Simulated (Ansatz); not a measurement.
# Whose spectrum is this?

Method: Ansatz, PBE, independent particles, without spin-orbit coupling, line width 0.2 eV (Gaussian); metals get a typed carrier damping. The response is along the first axis of the cell.

E (eV), Im ε and a bar:
```
     0.00       0.00 
     0.50       0.00 
     1.00       0.85 #
     1.50       4.87 #######
     2.00       7.60 ###########
     2.50      19.93 ##############################
     3.00       6.25 #########
     3.50       7.29 ###########
     4.00       7.40 ###########
     4.50       7.44 ###########
     5.00       7.41 ###########
     5.50       6.47 ##########
     6.00       8.23 ############
     6.50       6.45 ##########
     7.00       4.79 #######
     7.50       5.13 ########
     8.00       3.83 ######
     8.50       2.69 ####
     9.00       3.29 #####
     9.50       4.08 ######
    10.00       2.90 ####
```

Q: Which of these systems gave the spectrum?
A. CaHfP2 (R-3m)
B. Ba2PF (R-3m)
C. HfPI (R-3m)

A: C. HfPI (R-3m): least direct gap 1.14 eV, ε∞ = 11.95 along the first axis, strongest peak along the first axis at 2.38 eV. The others: CaHfP2 (R-3m), a metal, with a Drude term, main peak of the conductivity above 1 eV at 5.50 eV; Ba2PF (R-3m), least direct gap 1.18 eV, ε∞ = 7.02 along the first axis, strongest peak along the first axis at 5.08 eV.

Note: cells built here by substitution need not match a known phase.

[Logs are printed without paths, hosts, clocks, repeated set-up lines and the standing remarks that a program may print on its own settings, such as how far it seeks lower states.]
